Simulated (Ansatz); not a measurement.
**BaZrO3 (Pm-3m): refractive index against wavelength**

The refractive index of BaZrO3 (Pm-3m) below the direct gap (3.43 eV on the mesh) is read from one computed spectrum, n = √(Re ε).

Cell: a, b, c = 4.191, 4.191, 4.191 Å (primitive vectors), 5 atoms.

Method: Ansatz 0.2.0, PBE, independent particles, k-mesh 8×8×8 with interpolation inside its cells, Gaussian parameter 0.1 eV.

Launch of the response step: `ansatz run input.yaml --threads 4 --pin off --max-ram 8192MiB --backend cpu --events-out ev --progress --plain --runs-dir out`. The run took 14 s, on 4 threads of Arm Neoverse V2 (shared host).

```
wavelength (nm)  photon energy E (eV)       n
           1550                 0.800  2.2436
           1310                 0.946  2.2481
           1064                 1.165  2.2562
            850                 1.459  2.2703
            700                 1.771  2.2897
            633                 1.959  2.3040
            532                 2.331       ?
```

In the single-oscillator model n² − 1 = E₀E_d/(E₀² − E²), so 1/(n² − 1) = E₀/E_d − E²/(E₀E_d) is linear in E².

Working, on the rows shown:

| x = E² (eV²) | y = 1/(n² − 1) |
| --- | --- |
| 0.639837 | 0.247909 |
| 0.895757 | 0.246673 |
| 1.35784 | 0.244473 |
| 2.12762 | 0.240717 |
| 3.13716 | 0.235698 |
| 3.83641 | 0.232104 |

Means: x̄ = 1.9991, ȳ = 0.24126. Σ(x − x̄)(y − ȳ) = -0.04029, Σ(x − x̄)² = 8.164. Slope = -0.04029 / 8.164 = -0.004936; intercept = ȳ − slope · x̄ = 0.25113. Turned back into n, the line misses the rows shown by at most 0.00036.

Q: What does the fit predict for the withheld row, and how well does it do?

A: At x = 5.4314 the line gives y = 0.22432, that is 2.3362. The run gave 2.3393, so the extrapolation is off by 0.0031, 3 % of the range in the table.

Refitted with all rows, the slope is -0.005052 and the intercept 0.25132. These give E₀ = √(intercept/−slope) = 7.05 eV and E_d = E₀/intercept = 28.1 eV; E₀ is 2.1 times the direct gap. The electronic limit at long wavelengths, without lattice vibrations, is n = √(1 + 1/intercept) = 2.231. Excitons are left out and so are local fields; PBE gaps are as a rule too small. Spin-orbit coupling is left out.

[Logs are printed without paths, hosts, clocks, repeated set-up lines and the standing remarks that a program may print on its own settings, such as how far it seeks lower states.]
